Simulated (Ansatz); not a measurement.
# YS (Fm-3m): Grüneisen parameters, part 2 of 2

Does YS (Fm-3m) expand much on heating, by its phonons?

Ansatz 0.2.0; DFT PBEsol, scalar-relativistic, plane waves, norm-conserving pseudopotentials.

So far, highest frequency on the path or at a solved wavevector (cm⁻¹): step 2 (the dispersion) 302; step 4 (phonons at the other volume, volume ratio 0.97) 318.

### 6. Phonons at the other volume, volume ratio 1.03

The phonons are repeated at this volume on the same k and q meshes.

input.yaml reads:

```yaml
crystal:
  lattice:
    - [0.0, 2.7563628473, 2.7563628473]
    - [2.7563628473, 0.0, 2.7563628473]
    - [2.7563628473, 2.7563628473, 0.0]
  atoms:
    - { symbol: "Y", position: [0.5, 0.5, 0.5] }
    - { symbol: S, position: [0.0, 0.0, 0.0] }
kpoints:
  mp_grid: { grid: [12, 12, 12] }
hamiltonian:
  xc: pbesol
  pseudopotentials: { kind: nc }
scf:
  occupations: { method: methfessel_paxton, width: 0.15 }
output:
  eigenvalues: true
phonons:
  method: dfpt
  qmesh: [4, 4, 4]
  temperatures: { t_max: 1000, t_step: 50 }
  qpath:
    path:
      - [[0.0, 0.0, 0.0], [0.5, 0.0, 0.5], [0.625, 0.25, 0.625]]
      - [[0.375, 0.375, 0.75], [0.0, 0.0, 0.0], [0.5, 0.5, 0.5], [0.5, 0.25, 0.75], [0.5, 0.0, 0.5]]
    npoints: 10
```

Launch:

```sh
ansatz run input.yaml --threads 4 --pin off --max-ram 7168MiB --backend cpu --events-out ev --progress --plain --runs-dir out
```

Numbers of over 12 decimals in the logs are rounded to 6 here.

What it wrote:

```text
[...]
Crystal: 2 atoms, lattice volume = 41.883 Å³
Basis set: ecut = 979.609905 eV, 2891 PW (Γ), exchange–correlation on 80×80×80 points (8 copies of the dense FFT grid, shifted against one another)
Bands: 13, of which v1, the nominal top of the filled ones, is band 9 counted from 1 (8 counted from 0)
Symmetry: 48 space group operations
k-points: 72 of 1728
[...]
k-point 71: bands = [... 5 lower, 6.8709, 7.0982, 7.0982, 13.1275, 13.1275, 15.0257, 15.6421, 16.0900, ... 4 higher]
[...]
ASR residual: 1.396e-5 → 0.000e0 eV/Å²; symmetrization residual: 6.380e-7 eV/Å²
  ASR residual per site (eV/Å²): 1.40e-5 5.87e-6
  Γ frequencies (cm⁻¹): 0.00 0.00 0.00 283.40 283.40 283.40
--- Phonons (arbitrary-q DFPT): 8 irreducible q on the 4×4×4 mesh ---
[...]
interpolated dispersion: 62 rows × 6 modes
[...]
[key lines of the parts left out:]
SCF converged after 9 iterations
Free energy (F): -1413.790191 eV
Fermi energy:    12.321903 eV
```

Run time: 9.6 min. Hardware: 4 threads of Arm Neoverse V2, shared host; peak memory 5.1 GiB.

Numbers from this step:

| Quantity | Value |
| --- | --- |
| sum-rule residual before enforcement | 1.40e-5 eV/Å² |
| highest frequency on the path or at a solved wavevector | 287.8 cm⁻¹ |
| mean frequency | 192.3 cm⁻¹ |
| Debye temperature (second moment) | 391 K |
| logarithmic mean frequency | 171.1 cm⁻¹ |
| highest optical mode at the zone centre (no LO-TO term) | 283.4 cm⁻¹ |
| lowest optical zone-centre mode | 283.4 cm⁻¹ |
| lowest mode on the q mesh (acoustic modes at Γ apart) | 71.75 cm⁻¹ |
| zero-point energy per atom | 35.76 meV |
| heat capacity at 300 K | 22.98 J/(mol atoms K) |
| vibrational entropy at 300 K | 30.90 J/(mol atoms K) |
| edges of the widest gap between branches, on path and mesh | 137.1, 267.3 cm⁻¹ |

The highest optical mode at the zone centre (no LO-TO term) is 283.4 cm⁻¹, -16.7 cm⁻¹ against the base run.

### 7. Grüneisen parameters

The Grüneisen parameter of a mode is minus the logarithmic change of its frequency with volume, −d ln ω / d ln V; weighted by heat capacity it gives the expansion.

This step gave:

| Quantity | Value |
| --- | --- |
| bulk modulus | 103.9 GPa |

Phonon branches along the path, in cm⁻¹:

```tsv
point	branch 1	branch 2	branch 3	branch 4	branch 5	branch 6
Γ	0	0	0	300	300	300
halfway	72	72	143	293	297	297
X	98	98	108	295	295	300
halfway	101	106	108	294	294	298
U	89	121	124	292	292	294
jump to K	89	121	124	292	292	294
halfway	83	124	136	290	293	294
Γ	0	0	0	300	300	300
halfway	99	99	121	294	296	296
L	132	146	146	281	281	302
halfway	111	121	139	286	289	296
W	108	108	120	288	293	293
halfway	98	109	114	292	294	296
X	98	98	108	295	295	300
```

The same for volume x 0.97:

```tsv
point	branch 1	branch 2	branch 3	branch 4	branch 5	branch 6
Γ	0	0	0	318	318	318
X	100	100	111	313	313	318
U	92	127	131	308	308	312
K	92	127	131	308	308	312
Γ	0	0	0	318	318	318
L	145	155	155	295	295	316
W	111	111	131	302	311	311
X	100	100	111	313	313	318
```

The same for volume x 1.03:

```tsv
point	branch 1	branch 2	branch 3	branch 4	branch 5	branch 6
Γ	0	0	0	283	283	283
X	96	96	104	278	278	282
U	87	115	117	276	276	276
K	87	115	117	276	276	276
Γ	0	0	0	283	283	283
L	120	137	137	267	267	288
W	106	106	110	274	276	276
X	96	96	104	278	278	282
```

The first set of phonon branches as a text plot (rows in cm⁻¹):

```
    311 |
    298 |********************************************************
    285 |                  ******             ****************
    271 |
    258 |
    245 |
    232 |
    218 |
    205 |
    192 |
    179 |
    165 |
    152 |                                        *
    139 |    ****           *****             **********
    126 |        *       ***    **          ***   ***** ****
    113 |   *     ********                   *       ********** *
     99 |         *******    **  ***       **              ******
     86 |  *    **       ****  ** **      **
     73 |      *                 *  *
     60 |    **                     *    **
     46 | * *                     **     *
     33 |  *                        **  *
     20 | *                          *  *
      7 |*                            **
         Γ           X  U|K            Γ         L        W     X
```

Mode Grueneisen parameter -dln(w)/dln(V), modes matched by rank; at Γ the acoustic branches take the value of a neighbouring point of the path. The mode Grüneisen parameters at the labelled points ():

```tsv
point	branch 1	branch 2	branch 3	branch 4	branch 5	branch 6
Γ	-0.35	-0.35	2.18	1.89	1.89	1.89
halfway	0.32	0.32	2.50	1.66	1.94	1.94
X	0.61	0.61	1.16	1.95	1.95	1.97
halfway	1.13	0.99	1.07	1.93	1.91	1.99
U	0.95	1.61	1.88	1.80	1.84	2.02
jump to K	0.95	1.61	1.88	1.80	1.84	2.02
halfway	0.38	2.33	2.36	1.67	1.79	1.90
Γ	-0.32	2.49	1.65	1.89	1.89	1.89
halfway	2.05	2.05	1.77	1.84	1.78	1.78
L	3.15	2.06	2.06	1.66	1.66	1.58
halfway	2.14	1.73	2.41	1.69	1.87	1.75
W	0.79	0.79	2.95	1.66	2.01	2.01
halfway	1.06	1.94	0.69	1.82	1.97	1.99
X	0.61	0.61	1.16	1.95	1.95	1.97
```

The mode Grüneisen parameters as a text plot (rows in , shown from -0.3 to 3.0 only):

```
   2.90 |                                                ***
   2.76 |                                      *    *
   2.62 |                      *                        *
   2.48 |      **           ***     ****             * *
   2.35 |   ***  *         **  *****          *      **
   2.21 |***                                        *
   2.07 |                **      *      ************  *   *
   1.94 |**************** ******************        ****** ******
   1.80 |  **    *       ****  ******    *****      ****    ***
   1.66 |    ****        ** *****   ****      ***************
   1.52 |                *                 *    ***    *    * *
   1.39 |           *   *               ***             *
   1.25 |               *                               *
   1.11 |            ****                                    ****
   0.97 |              * **                                 **
   0.84 |                  *                             ***   *
   0.70 |             *     *                              *  * *
   0.56 |        *****       **                                **
   0.43 |       *              **
   0.29 |      *                 *
   0.15 |    **                   **
   0.01 |   *
  -0.12 |                           *
  -0.26 |  *                         ***
         Γ           X  U|K            Γ         L        W     X
```

(dS/dlnV)/C_V. The thermodynamic Grueneisen parameter by temperature:

```tsv
temperature (K)	thermodynamic Grueneisen parameter
50	1.62
100	1.74
150	1.76
200	1.77
250	1.78
300	1.78
350	1.78
400	1.78
450	1.78
500	1.78
550	1.78
600	1.78
650	1.78
700	1.78
750	1.78
800	1.78
850	1.78
900	1.78
950	1.78
1000	1.78
```

Gamma C_V/(B V) at the static volume. Volume expansion against temperature:

```tsv
temperature (K)	volume expansion (1e-6/K)
50	7.32
100	18.3
150	24.9
200	28.6
250	30.6
300	31.8
350	32.6
400	33.1
450	33.5
500	33.8
550	34.0
600	34.1
650	34.2
700	34.3
750	34.4
800	34.5
850	34.5
900	34.6
950	34.6
1000	34.6
```

### 8. Outcome

```yaml
bulk_modulus: 104 GPa
thermodynamic_grueneisen_parameter_at_300_k: 1.777
volume_expansion_at_300_k_estimated: 31.8 × 10⁻⁶ K⁻¹
```

What this shows: By this estimate the volume grows by 31.8 × 10⁻⁶ per kelvin at 300 K. The highest optical mode at Γ goes from 318 to 283 cm⁻¹ as the cell grows, a Grüneisen parameter of 1.90. Mode parameters on the path run from -0.35 to 3.1, with a median of 1.9. Modes with negative values stiffen as the cell grows and pull against the expansion. Branches are matched by rank, so values near crossings are rough. The expansion is the Grüneisen estimate at the static volume, with the static bulk modulus. With no gap, or one that is small against the smearing, the frequencies hang on the k mesh and the smearing, most of all near Kohn anomalies. The phonon runs are without spin polarisation, although the cell has an odd electron count.

[Logs are printed without paths, hosts, clocks, repeated set-up lines and the standing remarks that a program may print on its own settings, such as how far it seeks lower states.]

[Hosts, paths, dates, database ids (printed as entryN), source tags and the programs' standing remarks are cut or masked in the printed files.]
